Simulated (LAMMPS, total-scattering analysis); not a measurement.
## fcc solid solution (Cu0.58,Ni0.42): Uiso of Cu against temperature

Simulated by classical molecular dynamics (LAMMPS) with the EAM universal-3 functions (Foiles, Baskes and Daw, Phys. Rev. B 33, 7983 (1986)); 500 atoms, zero pressure, classical nuclei. Uiso is the variance of an atom's position about its mean, per direction. These functions were fitted to pure metals and dilute alloys; melting points and liquid structure are extrapolations.

| T (K) | Uiso of Cu (Å²) |
| --- | --- |
| 200 | 0.0037 |
| 300 | 0.0058 |
| 880 | 0.0205 |
| 1090 | ? |
| 1250 | 0.0341 |

**Task.** Fit U/T against T with a straight line, read an effective Debye temperature from it, and predict the withheld row.

U/T in 10⁻⁵ Å²/K: 1.850 at 200 K, 1.933 at 300 K, 2.330 at 880 K, 2.728 at 1250 K. The means are 657.5 K and 2.210; Σ(x − x̄)(y − ȳ) = 597.34 and Σ(x − x̄)² = 7.3768e+05, so the slope is 8.098e-04 per K and the intercept 1.678.

The intercept is the harmonic part: U = 3ħ²T/(M k θ²) with 3ħ²/(k u Å²) = 145.5 K and M = 63.55 u gives θ = √(145.5/(63.55 × 1.678×10⁻⁵)) = 369 K, an effective value for this element. The slope is the anharmonic part, expansion included: by 1250 K it adds 60 % to U.

At 1090 K, U = 1090 × (1.678 + 0.883)×10⁻⁵ = 0.0279 Å²; the run gave 0.0282, a miss of -1.1 %.
